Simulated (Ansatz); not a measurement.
**LiMgOF (rocksalt [001] superlattice): band gap by G0W0 on LDA**

Aim: the quasiparticle gap of LiMgOF (rocksalt [001] superlattice), starting from LDA.

Calculated with Ansatz 0.2.0; LDA, then G0W0 on it, plane waves, PAW.

### Step 1. The structure

The cell holds 12 atoms: 3 Li, 3 F, 3 Mg and 3 O. Cell: a = 2.915 Å, b = 2.915 Å, c = 12.374 Å, α = 90.0°, β = 90.0°, γ = 90.0°. It derives from LiF. Regions: LiF, 6 atoms (3 Li and 3 F); MgO, 6 atoms (3 Mg and 3 O). The structure's axis is c.

The start is a generated structure, not a measured one.

The logs state that the PAW files were generated under PBE.

### Step 2. Relaxing the structure

The structure is relaxed first.

This step: DFT, LDA, plane waves, PAW; PAW set soft_1.

input.yaml

```yaml
crystal:
  lattice:
    - [2.9150477054, 0.0, 0.0]
    - [0.0, 2.9150477054, 0.0]
    - [0.0, 0.0, 12.3739986659]
  atoms:
    - { symbol: Li, position: [0.0, 0.0, 0.0871518241] }
    - { symbol: F, position: [0.5, 0.5, 0.0871518241] }
    - { symbol: Li, position: [0.5, 0.5, 0.2461815092] }
    - { symbol: F, position: [0.0, 0.0, 0.2461815092] }
    - { symbol: Li, position: [0.0, 0.0, 0.4052111943] }
    - { symbol: F, position: [0.5, 0.5, 0.4052111943] }
    - { symbol: Mg, position: [0.5, 0.5, 0.5642408794] }
    - { symbol: O, position: [0.0, 0.0, 0.5642408794] }
    - { symbol: Mg, position: [0.0, 0.0, 0.7385445276] }
    - { symbol: O, position: [0.5, 0.5, 0.7385445276] }
    - { symbol: Mg, position: [0.5, 0.5, 0.9128481759] }
    - { symbol: O, position: [0.0, 0.0, 0.9128481759] }
kpoints:
  mp_grid: { grid: [8, 8, 2] }
hamiltonian:
  xc: lda
  pseudopotentials: { kind: paw, azcp: { folder: soft_1 }, xc_functional: pbe }
scf:
  occupations: { method: fermi_dirac, width: 0.02 }
relax:
  f_tol: 0.015
  max_steps: 100
  cell: {}
```

Started as:

```sh
$ ansatz run input.yaml --threads 4 --pin off --max-ram 17510MiB --backend cpu --events-out ev --progress --plain --runs-dir out
```

Numbers of over 12 decimals in the logs are rounded to 6 here.

The log of the run:

```text
Engine: ansatz 0.2.0, aarch64-unknown-linux-gnu
Pseudopotentials: kind: paw
Pseudopotential: Li, paw, valence charge 3, recommended cutoff 420 eV (normal), soft_1/Li.paw.azcp
Pseudopotential: F, paw, valence charge 7, recommended cutoff 420 eV (normal), soft_1/F.paw.azcp
Pseudopotential: Mg, paw, valence charge 10, recommended cutoff 420 eV (normal), soft_1/Mg.paw.azcp
Pseudopotential: O, paw, valence charge 6, recommended cutoff 420 eV (normal), soft_1/O.paw.azcp
Functional definition: SPW92
  exchange = slater_x
  correlation = pw_c
Crystal: 12 atoms, lattice volume = 105.148 Å³
Basis set: ecut = 420 eV, 2029 PW (Γ)
Bands: 51, of which v1, the nominal top of the filled ones, is band 39 counted from 1 (38 counted from 0)
Symmetry: 8 space group operations
Space group: P4mm (ITA 99), of the structure as read, at distance tolerance 4.7e-5 Å
k-points: 30 of 128
Non-local potential: Li, projectors of the file, l = 0: 3, l = 1: 2, l = 2: 1
Non-local potential: F, projectors of the file, l = 0: 2, l = 1: 2, l = 2: 1
Non-local potential: Mg, projectors of the file, l = 0: 3, l = 1: 2, l = 2: 1
Non-local potential: O, projectors of the file, l = 0: 2, l = 1: 2, l = 2: 1
PAW form: soft (Blöchl's): semilocal exchange-correlation on the pseudo side does not see the compensation charge
PAW frozen core: F, regenerated for the run's functional, and the local potential with it (the file was generated under x = pbe(κ = 0.804, μ = 0.219515), c = pbe(β = 0.066725))
PAW frozen core: Mg, regenerated for the run's functional, and the local potential with it (the file was generated under x = pbe(κ = 0.804, μ = 0.219515), c = pbe(β = 0.066725))
PAW frozen core: O, regenerated for the run's functional, and the local potential with it (the file was generated under x = pbe(κ = 0.804, μ = 0.219515), c = pbe(β = 0.066725))
PAW one-centre angular grid: Li, 110 points (default); XC on 64 Gauss nodes
PAW one-centre angular grid: F, 110 points (default); XC on 64 Gauss nodes
PAW one-centre angular grid: Mg, 110 points (default); XC on 64 Gauss nodes
PAW one-centre angular grid: O, 110 points (default); XC on 64 Gauss nodes
Initial density: superposition of atomic densities (chi_scale 0.1, normalization cell, long waves of neutral atoms (reshape's long-wave potential 10.85 eV rms, cloud 2.07 Å wide))
Initial wavefunctions: pseudopotential atomic-orbital guess
Functional: x = slater, c = lda
SCF iter   1: F=—  HF=-10381.151912 eV  |F-HF|=—  |Δ(HF+E_count)|=         —  Δρ=1.57e-1  dr2=1.93e1  ethr=3.10e-3  ⟨swp⟩=7.7  Hψ=7289  notcnv=0  defer=20
preconditioner: auto → Resta (q_TF=auto, 2.596 Å⁻¹)  ε∞=3.3  [insulator: Δε(μ)=3.635 eV  Ē_g=16.543 eV  σ=0.020 eV  W_gap=1.00  n_scr=30 (ndim 8)  ℏωp=25.1 eV  f_vac=0.000  D(μ)=0.00/eV (n_scr^D=0)  ε∞_Penn≈3.3]
SCF iter   2: F=—  HF=-10376.882188 eV  |F-HF|=—  |Δ(HF+E_count)|=    4.27e0  Δρ=5.13e-2  dr2=3.48e0  ethr=3.10e-3  ⟨swp⟩=2.9  Hψ=3118  notcnv=0  defer=168
SCF iter   3: F=—  HF=-10376.180900 eV  |F-HF|=—  |Δ(HF+E_count)|=   7.01e-1  Δρ=1.75e-2  dr2=8.52e-1  ethr=3.10e-3  ⟨swp⟩=3.0  Hψ=2466  notcnv=0  defer=172
SCF iter   4: F=—  HF=-10375.902531 eV  |F-HF|=—  |Δ(HF+E_count)|=   2.78e-1  Δρ=4.18e-3  dr2=9.69e-2  ethr=1.09e-3  ⟨swp⟩=3.8  Hψ=2312  notcnv=0  defer=171
SCF iter   5: F=—  HF=-10375.868843 eV  |F-HF|=—  |Δ(HF+E_count)|=   3.37e-2  Δρ=3.37e-3  dr2=1.77e-2  ethr=1.24e-4  ⟨swp⟩=3.7  Hψ=2722  notcnv=0  defer=182
SCF iter   6: F=—  HF=-10375.862426 eV  |F-HF|=—  |Δ(HF+E_count)|=   6.42e-3  Δρ=6.73e-4  dr2=8.85e-4  ethr=2.27e-5  ⟨swp⟩=3.8  Hψ=2355  notcnv=0  defer=182
SCF iter   7: F=—  HF=-10375.862137 eV  |F-HF|=—  |Δ(HF+E_count)|=   2.90e-4  Δρ=3.25e-4  dr2=9.92e-5  ethr=1.13e-6  ⟨swp⟩=2.3  Hψ=2546  notcnv=0  defer=186
SCF iter   8: F=—  HF=-10375.862096 eV  |F-HF|=—  |Δ(HF+E_count)|=   4.04e-5  Δρ=6.94e-5  dr2=6.02e-6  ethr=1.27e-7  ⟨swp⟩=2.8  Hψ=2711  notcnv=0  defer=186
SCF iter   9: F=—  HF=-10375.862094 eV  |F-HF|=—  |Δ(HF+E_count)|=   2.23e-6  Δρ=1.88e-5  dr2=4.08e-7  ethr=7.72e-9  ⟨swp⟩=2.0  Hψ=2009  notcnv=0  defer=186
SCF iter  10: F=-10375.862094 eV  HF=-10375.862094 eV  |F-HF|=4.52e-8  |Δ(HF+E_count)|=   1.00e-7  Δρ=9.90e-6  dr2=5.89e-8  ethr=1.28e-10  ⟨swp⟩=4.0  Hψ=4710  notcnv=0
SCF 1 converged in 10 iterations: F = -10375.862094 eV  dr2 = 5.89e-8
  greatest PAW one-centre occupation: 1.000 electrons in one spin orbital (limit 2), on the Mg atom at site 6 (counted from 0), in its partial waves of l = 1
relax step   1: F+E_penalty+E_count = -10375.86209390 eV  Δ(F+E_penalty+E_count) = +0.000e0 eV  max|allowed force component| = 8.452e-1 eV/Å  Δτ_max = 0.0000 Å  P = -4.479 GPa  Ω = 105.148 Å³  (10 SCF iters, dr2 threshold 1.00e-7 eV, accepted)
[... from here on, the SCF cycles and remarks between the steps are left out ...]
relax step   2: F+E_penalty+E_count = -10375.94703893 eV  Δ(F+E_penalty+E_count) = -8.495e-2 eV  max|allowed force component| = 5.512e-1 eV/Å  Δτ_max = 0.0241 Å  P = -2.674 GPa  Ω = 103.394 Å³  energy of the carried Pulay correction = +6.442e-3 eV  (6 SCF iters, dr2 threshold 1.20e-6 eV, accepted)
relax step   3: F+E_penalty+E_count = -10376.01335237 eV  Δ(F+E_penalty+E_count) = -6.631e-2 eV  max|allowed force component| = 8.931e-2 eV/Å  Δτ_max = 0.0560 Å  P = +0.747 GPa  Ω = 100.489 Å³  energy of the carried Pulay correction = +1.735e-2 eV  (7 SCF iters, dr2 threshold 1.20e-6 eV, accepted)
relax step   4: F+E_penalty+E_count = -10376.01376563 eV  Δ(F+E_penalty+E_count) = -4.133e-4 eV  max|allowed force component| = 6.097e-2 eV/Å  Δτ_max = 0.0243 Å  P = +0.032 GPa  Ω = 100.973 Å³  energy of the carried Pulay correction = +1.551e-2 eV  (6 SCF iters, dr2 threshold 1.20e-6 eV, accepted)
relax step   5: F+E_penalty+E_count = -10376.01414516 eV  Δ(F+E_penalty+E_count) = -3.795e-4 eV  max|allowed force component| = 1.577e-2 eV/Å  Δτ_max = 0.0094 Å  P = -0.029 GPa  Ω = 101.031 Å³  energy of the carried Pulay correction = +1.529e-2 eV  (6 SCF iters, dr2 threshold 2.32e-7 eV, accepted)
relax step   6: F+E_penalty+E_count = -10376.01420954 eV  Δ(F+E_penalty+E_count) = -6.438e-5 eV  max|allowed force component| = 2.621e-3 eV/Å  Δτ_max = 0.0013 Å  P = -0.004 GPa  Ω = 101.020 Å³  energy of the carried Pulay correction = +1.534e-2 eV  (6 SCF iters, dr2 threshold 1.55e-8 eV, accepted)
relax step   7: F+E_penalty+E_count = -10376.00289781 eV  Δ(F+E_penalty+E_count) = +1.131e-2 eV  max|allowed force component| = 2.349e-3 eV/Å  Δτ_max = 0.0000 Å  P = -0.233 GPa  Ω = 101.020 Å³  stress off target by 2.88e-1 GPa  SCF on the basis re-selected at this cell (its energy is not comparable with the rows above)  (6 SCF iters)
relax step   8: F+E_penalty+E_count = -10376.00370492 eV  Δ(F+E_penalty+E_count) = -8.071e-4 eV  max|allowed force component| = 3.276e-3 eV/Å  Δτ_max = 0.0012 Å  P = -0.005 GPa  Ω = 100.839 Å³  energy of the carried Pulay correction = +6.639e-4 eV  (6 SCF iters, dr2 threshold 2.08e-7 eV, accepted)
relax step   9: F+E_penalty+E_count = -10376.00301062 eV  Δ(F+E_penalty+E_count) = +6.943e-4 eV  max|allowed force component| = 3.286e-3 eV/Å  Δτ_max = 0.0000 Å  P = -0.012 GPa  Ω = 100.839 Å³  stress off target by 1.49e-2 GPa  SCF on the basis re-selected at this cell (its energy is not comparable with the rows above)  (8 SCF iters)
basis re-selected at this cell: Δ(F+E_penalty+E_count) = +6.943e-4 eV, ΔP = -0.007 GPa vs the last step (what re-selecting the basis moved, of the pressure what is left beyond the Pulay correction that the steps carried, after the strain that the cell walked since its last selection, with what the two solves' SCF thresholds leave and, on support functions, any second-order correction that the steps lacked; it is no m [...]
SCF converged after 8 iterations
Free energy (F): -10376.003011 eV
Harris-Foulkes:  -10376.003011 eV  (|F-HF|=1.82e-12)
Internal energy: -10376.003011 eV  (E = F + TS)
E sigma→0 (E₀):  -10376.003011 eV
Fermi energy:    8.864672 eV
--- Per-component energies (eV) ---
  E_band       = -1242.396394
  E_kinetic    = 1376.221794
  E_local      = -8196.843094  (includes V_loc(G=0)·N_el)
  E_nonlocal   = 959.458564
  E_hartree    = 2934.657668
  E_xc         = -554.799952
  E_vxc        = -717.368579  (∫ρ·V_xc dr)
  E_paw        = -1934.435815  (= ΣΔE_a)
  E_vpaw       = -533.185884  (= ΣTr[D̂ρ^β])
  E_aug_tail   = 0.005471  (compensation charges beyond the density's cutoff)
  E_ewald      = -4961.349605
  E_core_change = 1.081958  (= ΣΔE_core)
  E_smearing   = -0.000000  (= −TS)
  E_closure    = 0.000000  (closes the sum)
  Σ components = -10376.003011   (vs F -10376.003011, Δ=0.00e0)
--- Forces (eV/Å), atoms counted from 1 ---
  atom   1  Li     0.00000000     0.00000000     0.00328774
  atom   2  F      0.00000000     0.00000000     0.00075804
  atom   3  Li     0.00000000     0.00000000     0.00097303
  atom   4  F     -0.00000000    -0.00000000    -0.00222852
  atom   5  Li     0.00000000     0.00000000     0.00107359
  atom   6  F     -0.00000000    -0.00000000    -0.00015531
  atom   7  Mg     0.00000000     0.00000000     0.00024285
  atom   8  O     -0.00000000    -0.00000000    -0.00058096
  atom   9  Mg     0.00000000     0.00000000     0.00148066
  atom  10  O     -0.00000000    -0.00000000    -0.00141722
  atom  11  Mg    -0.00000000    -0.00000000    -0.00106163
  atom  12  O     -0.00000000    -0.00000000    -0.00235215
  max |Σ_I F_I| component: 2.01e-5 eV/Å
--- Stress (GPa, compression-positive) ---
       -0.009934       0.000000       0.000000
        0.000000      -0.009934       0.000000
        0.000000       0.000000      -0.014872
  P = ⅓ Tr σ = -0.0116 GPa (-0.116 kbar)
--- Relaxed structure (7 steps of the walk, 7 accepted, 2 SCFs on fresh bases) ---
  F+E_penalty+E_count = -10376.00301062 eV   max|allowed force component| = 3.286e-3 eV/Å   (the final SCF, on the basis selected at the relaxed cell)
  cell:  # Å, volume = 100.8386 Å³
    - [2.890936, 0, 0]
    - [0, 2.890936, 0.0]
    - [0, 0.0, 12.065629]
  atoms:
    - { symbol: Li, position: [0, 0, 0.081971] }
    - { symbol: F, position: [0.5, 0.5, 0.085624] }
    - { symbol: Li, position: [0.5, 0.5, 0.242344] }
    - { symbol: F, position: [0, 0.0, 0.242377] }
    - { symbol: Li, position: [0, 0, 0.402683] }
    - { symbol: F, position: [0.5, 0.5, 0.399100] }
    - { symbol: Mg, position: [0.5, 0.5, 0.569251] }
    - { symbol: O, position: [0, 0.0, 0.567123] }
    - { symbol: Mg, position: [0, 0.0, 0.742364] }
    - { symbol: O, position: [0.5, 0.5, 0.742386] }
    - { symbol: Mg, position: [0.5, 0.5, 0.915487] }
    - { symbol: O, position: [0, 0, 0.917646] }
```

Wall time 25 s (4 threads of Arm Neoverse V2, shared host); peak memory 0.45 GiB; 95 s of CPU time.

Relaxation path:

```tsv
step	energy less that of the first step (eV)	largest force component (eV/Å)	pressure (GPa)	volume (Å³)
1	0.0000	0.8452	-4.48	105.15
2	-0.0849	0.5512	-2.67	103.39
3	-0.1513	0.0893	0.75	100.49
4	-0.1517	0.0610	0.03	100.97
5	-0.1521	0.0158	-0.03	101.03
6	-0.1521	0.0026	0.00	101.02
7*	-0.1408	0.0023	-0.23	101.02
8	-0.1416	0.0033	0.00	100.84
9*	-0.1409	0.0033	-0.01	100.84
```

Relaxation steps marked * repeat the geometry before them on a plane-wave basis chosen anew for their cell, so energy and pressure can jump there.

The run keeps the 8 symmetry operations that it works with, so distortions that break them were not tested.

```tsv
cell as run	before	after	change
a (Å)	2.915	2.891	-0.8 %
b (Å)	2.915	2.891	-0.8 %
c (Å)	12.374	12.066	-2.5 %
volume (Å³/atom)	8.76	8.40	-4.1 %
```

The atoms that moved most (Å, as changes of fractional coordinates times the final cell):

```tsv
atom	dx	dy	dz	length
F6	0.000	0.000	-0.074	0.074
Li1	0.000	0.000	-0.063	0.063
Mg7	0.000	0.000	0.060	0.060
O12	0.000	0.000	0.058	0.058
O10	0.000	0.000	0.046	0.046
Li3	0.000	0.000	-0.046	0.046
Mg9	0.000	0.000	0.046	0.046
F4	0.000	0.000	-0.046	0.046
```

### Step 3. Bands along the symmetry lines

Levels along a band path and on the mesh show where this functional puts the band edges.

input.yaml

```yaml
crystal:
  lattice:
    - [2.8909357732, 0.0, 0.0]
    - [0.0, 2.8909357732, 0.0]
    - [0.0, 0.0, 12.0656291857]
  atoms:
    - { symbol: Li, position: [0.0, 0.0, 0.0819710343] }
    - { symbol: F, position: [0.5, 0.5, 0.0856236134] }
    - { symbol: Li, position: [0.5, 0.5, 0.2423443631] }
    - { symbol: F, position: [0.0, 0.0, 0.2423774811] }
    - { symbol: Li, position: [0.0, 0.0, 0.4026825649] }
    - { symbol: F, position: [0.5, 0.5, 0.3990998239] }
    - { symbol: Mg, position: [0.5, 0.5, 0.5692509864] }
    - { symbol: O, position: [0.0, 0.0, 0.5671225912] }
    - { symbol: Mg, position: [0.0, 0.0, 0.7423644018] }
    - { symbol: O, position: [0.5, 0.5, 0.7423860717] }
    - { symbol: Mg, position: [0.5, 0.5, 0.9154872497] }
    - { symbol: O, position: [0.0, 0.0, 0.9176460393] }
kpoints:
  mp_grid: { grid: [8, 8, 2] }
  band_path:
    path:
      - [[0.0, 0.0, 0.0], [0.0, 0.5, 0.0], [0.5, 0.5, 0.0], [0.0, 0.0, 0.0], [0.0, 0.0, 0.5], [0.0, 0.5, 0.5], [0.5, 0.5, 0.5], [0.0, 0.0, 0.5]]
      - [[0.0, 0.5, 0.0], [0.0, 0.5, 0.5]]
      - [[0.5, 0.5, 0.0], [0.5, 0.5, 0.5]]
    npoints: 10
hamiltonian:
  xc: lda
  pseudopotentials: { kind: paw, azcp: { folder: soft_1 }, xc_functional: pbe }
scf:
  occupations: { method: fermi_dirac, width: 0.02 }
  n_extra_bands: 8
output:
  eigenvalues: true
  forces: true
  stress: true
  write_density: true
  write_potential: true
  elf: true
  volumetric_format: npy
```

The log of the run:

```text
[...]
Crystal: 12 atoms, lattice volume = 100.839 Å³
Basis set: ecut = 420 eV, 1957 PW (Γ)
Bands: 47, of which v1, the nominal top of the filled ones, is band 39 counted from 1 (38 counted from 0)
Symmetry: 8 space group operations
[...]
k-points: 30 of 128
[...]
SCF iter   1: F=—  HF=-10381.029244 eV  |F-HF|=—  |Δ(HF+E_count)|=         —  Δρ=1.57e-1  dr2=1.83e1  ethr=3.10e-3  ⟨swp⟩=7.2  Hψ=6289  notcnv=0
[...]
SCF iter  10: F=-10376.003011 eV  HF=-10376.003011 eV  |F-HF|=4.25e-9  |Δ(HF+E_count)|=   3.72e-8  Δρ=3.70e-6  dr2=7.94e-9  ethr=1.28e-10  ⟨swp⟩=16.6  Hψ=10778  notcnv=0
SCF 1 converged in 10 iterations: F = -10376.003011 eV  dr2 = 7.94e-9
[...]
NSCF: frozen V_eff on 93 k-points
SCF converged after 10 iterations
Free energy (F): -10376.003011 eV
[...]
Internal energy: -10376.003011 eV  (E = F + TS)
E sigma→0 (E₀):  -10376.003011 eV
Fermi energy:    8.864660 eV
[...]
--- Forces (eV/Å), atoms counted from 1 ---
  atom   1  Li     0.00000000     0.00000000     0.00328528
  atom   2  F     -0.00000000     0.00000000     0.00078044
  atom   3  Li     0.00000000     0.00000000     0.00097317
  atom   4  F      0.00000000     0.00000000    -0.00222838
  atom   5  Li    -0.00000000     0.00000000     0.00107616
  atom   6  F     -0.00000000     0.00000000    -0.00017758
  atom   7  Mg    -0.00000000     0.00000000     0.00022697
  atom   8  O     -0.00000000     0.00000000    -0.00057985
  atom   9  Mg    -0.00000000     0.00000000     0.00148066
  atom  10  O     -0.00000000     0.00000000    -0.00141746
  atom  11  Mg    -0.00000000     0.00000000    -0.00104560
  atom  12  O      0.00000000     0.00000000    -0.00235340
  max |Σ_I F_I| component: 2.04e-5 eV/Å
--- Stress (GPa, compression-positive) ---
       -0.009776       0.000000       0.000000
        0.000000      -0.009776       0.000000
        0.000000       0.000000      -0.014712
  P = ⅓ Tr σ = -0.0114 GPa (-0.114 kbar)
--- Band table (eV; the first three rows and the last of 30) ---
  k-point 0: bands = [... 35 lower, 5.6235, 5.6235, 6.0065, 6.0065, 11.6887, 13.2331, 13.3944, 15.8173, ... 4 higher]
  k-point 1: bands = [... 35 lower, 5.6242, 5.6242, 6.0062, 6.0062, 11.8661, 12.4994, 14.5254, 14.8798, ... 4 higher]
  k-point 2: bands = [... 35 lower, 5.5311, 5.6258, 5.7374, 5.9734, 12.2084, 13.4424, 13.5398, 15.9216, ... 4 higher]
  k-point 29: bands = [... 35 lower, 4.2181, 4.4851, 4.8488, 5.0583, 15.6662, 15.6662, 16.7937, 17.0333, ... 4 higher]
```

It took 9.6 s on 4 threads; peak memory 0.57 GiB.

The column dr2 measures how far the density is from self-consistency, as an energy; F and HF (Harris–Foulkes) agree once it is small.

This step gave:

```
pressure             : -0.01142 GPa
filled bands         : 39
gap                  : 5.682 eV
valence top at       : Γ
conduction bottom at : Γ
least direct gap     : 5.682 eV
```

Over mesh and path the gap is 5.682 eV, direct, at k = Γ.

Electronic bands along the path, in eV, zero at the top of the highest nominally filled band:

```tsv
point	band 36	band 37	band 38	band 39	band 40	band 41	band 42	band 43
Γ	-0.38	-0.38	0.00	0.00	5.68	7.23	7.39	9.81
halfway	-0.84	-0.40	-0.38	-0.13	7.25	7.72	7.81	9.63
X	-0.81	-0.60	-0.37	-0.37	7.82	8.00	8.28	8.75
halfway	-1.49	-1.20	-1.19	-0.77	9.17	9.48	9.85	10.12
M	-1.77	-1.52	-1.16	-0.94	9.66	9.66	10.81	11.06
halfway	-1.50	-1.01	-0.73	-0.49	8.45	8.84	9.08	10.41
Γ	-0.38	-0.38	0.00	0.00	5.68	7.23	7.39	9.81
halfway	-0.38	-0.38	0.00	0.00	5.76	6.76	7.96	9.42
Z	-0.38	-0.38	0.00	0.00	5.86	6.49	8.52	8.87
halfway	-0.84	-0.40	-0.38	-0.13	7.30	7.41	8.53	8.65
R	-0.76	-0.60	-0.37	-0.37	7.60	8.15	8.36	8.99
halfway	-1.48	-1.21	-1.20	-0.76	9.22	9.45	9.84	10.17
A	-1.79	-1.52	-1.16	-0.95	9.66	9.66	10.79	11.03
halfway	-1.48	-1.01	-0.72	-0.49	8.48	8.67	9.47	9.73
Z	-0.38	-0.38	0.00	0.00	5.86	6.49	8.52	8.87
jump to X	-0.81	-0.60	-0.37	-0.37	7.82	8.00	8.28	8.75
halfway	-0.78	-0.60	-0.37	-0.37	7.67	8.21	8.21	8.87
R	-0.76	-0.60	-0.37	-0.37	7.60	8.15	8.36	8.99
jump to M	-1.77	-1.52	-1.16	-0.94	9.66	9.66	10.81	11.06
halfway	-1.78	-1.52	-1.16	-0.94	9.66	9.66	10.80	11.04
A	-1.79	-1.52	-1.16	-0.95	9.66	9.66	10.79	11.03
```

ELF in the ca plane at fractional y = 0.000, with atoms of Li and F and O and Mg within 0.2 Å of it. It is the smooth field of the valence electrons, not physical close to the nuclei.

Values, 5 rows by 16 columns, each cell a mean:
```
0.21 0.49 0.23 0.75 0.75 0.23 0.49 0.22 0.76 0.72 0.44 0.22 0.22 0.43 0.73 0.77
0.07 0.02 0.05 0.39 0.40 0.05 0.02 0.07 0.45 0.54 0.18 0.05 0.05 0.18 0.53 0.46
0.03 0.03 0.02 0.07 0.07 0.02 0.03 0.04 0.13 0.16 0.07 0.08 0.08 0.07 0.16 0.13
0.11 0.04 0.10 0.60 0.61 0.10 0.04 0.11 0.63 0.72 0.28 0.09 0.09 0.28 0.71 0.64
0.26 0.76 0.28 0.73 0.73 0.27 0.76 0.27 0.74 0.62 0.47 0.24 0.23 0.46 0.62 0.75
```
Columns run along c (12.1 Å), rows up along a (2.9 Å). Atoms in or near the plane, at fractional coordinates: Li at (0.08, 0.00), F at (0.24, 0.00), Li at (0.40, 0.00), O at (0.57, 0.00), Mg at (0.74, 0.00), O at (0.92, 0.00).

Valence density in the ca plane at fractional y = 0.000, with atoms of Li and F and O and Mg within 0.2 Å of it. It is the smooth field of the valence electrons, not physical close to the nuclei.

Ten steps, logarithmic in the rise over the least value, from '0' (0 e/Å³) to '9' (25 e/Å³), each cell a mean:
```
1256213676312552135653127972135653
0011001343100110023432102420023432
0000000111000000001111000000001110
0000000000000000000000000000000000
0000000000000000000110000000001110
0000001232100000012321001210012321
1134102565201441124553115751125542
1367313787313773136764128983136763
```
Columns run along c (12.1 Å), rows up along a (2.9 Å). Atoms in or near the plane, at fractional coordinates: Li at (0.08, 0.00), F at (0.24, 0.00), Li at (0.40, 0.00), O at (0.57, 0.00), Mg at (0.74, 0.00), O at (0.92, 0.00).

[end of part 1 of 2]

[Paths, hosts, dates, memory and timing lines, banners, echoed tables and standing remarks are left out of the program output.]

[Logs are printed without paths, hosts, clocks, repeated set-up lines and the standing remarks that a program may print on its own settings, such as how far it seeks lower states.]

[Runs of the session that timed out or met a known fault of the program may be left out.]

[Cells called generated may have been cut or substituted from an entry of the Crystallography Open Database or the Materials Project.]

[Hosts, paths, dates, database ids (printed as entryN), source tags and the programs' standing remarks are cut or masked in the printed files.]

[Where an RPA ε∞ is given, it is that of the G0W0 mesh and is not shown converged in it. Names of k-points follow the symmetry that the program found, which can be lower than the space group named. Band edges on a path are those of the sampled points; other points can move an edge, and change direct to indirect where valleys lie close.]

[Hybrid gaps are those of their k-mesh and are not shown converged in it.]
